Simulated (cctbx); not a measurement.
**PrNiW across an absorption edge**

Space group Pnma (no. 62), a = 7.4230 Å, b = 4.4790 Å, c = 7.3980 Å, α = 90.00°, β = 90.00°, γ = 90.00°.

| atom | mult. | x | y | z | Ueq (Å²) |
| --- | --- | --- | --- | --- | --- |
| W1 | 4 | 0.6809 | 3/4 | 0.4138 | 0.0069 |
| Pr1 | 4 | 0.0166 | 3/4 | 0.6958 | 0.0053 |
| Ni1 | 4 | 0.3114 | 3/4 | 0.4172 | 0.0105 |

The model is made up (kin elements in a known structure type, no relaxation), so it says nothing on whether the phase exists.

Calculated with cctbx: free-atom f′ and f″ from the Sasaki tables, no fine structure; amplitudes in electrons.

| E (eV) | F 0 0 2 | F 2 0 1 | F 2 1 2 | F 2 0 0 |
| --- | --- | --- | --- | --- |
| 5364 | 30.1 | 33.7 | 29.4 | 58.7 |
| 5714 | 35.6 | 34.9 | 30.4 | 65.7 |
| 5844 | 40.5 | 36.0 | 31.3 | 71.8 |
| 5904 | 45.1 | 37.1 | 32.1 | 77.6 |
| 5934 | 49.7 | 38.2 | 33.0 | 83.4 |
| 5949 | 54.3 | 39.3 | 33.9 | 89.2 |
| 5956 | 58.4 | 40.3 | 34.7 | 94.4 |
| 5960 | 62.7 | 41.4 | 35.5 | 99.8 |
| 5968 | 66.2 | 41.0 | 35.2 | 103.4 |
| 5972 | 60.8 | 39.6 | 34.0 | 96.4 |
| 5979 | 56.2 | 38.4 | 33.1 | 90.5 |
| 5994 | 51.2 | 37.2 | 32.1 | 84.2 |
| 6024 | 46.5 | 36.0 | 31.1 | 78.1 |
| 6114 | 40.3 | 34.4 | 29.9 | 70.1 |
| 6364 | 37.8 | 33.9 | 29.5 | 67.0 |

**Question.** Which edge is crossed, and why do the reflections move as they do?

The L3 edge of Pr. The edge is at 5964 eV. f′ of Pr falls from -11.8 e at 5844 eV to -19.2 e at 4 eV below it, and f″ steps from 3.54 to 10.68 e across it. Over that approach |F| changes by +55 % (0 0 2), +15 % (2 0 1), +13 % (2 1 2) and +39 % (2 0 0): a reflection falls where Pr scatters in phase with the total and rises where it scatters against it; it hardly moves where the Pr term is small or cancels by symmetry. Above the edge the larger f″ enters the imaginary part, where it can add to or cancel the other atoms' f″. The structure is centrosymmetric, so Friedel mates stay equal.
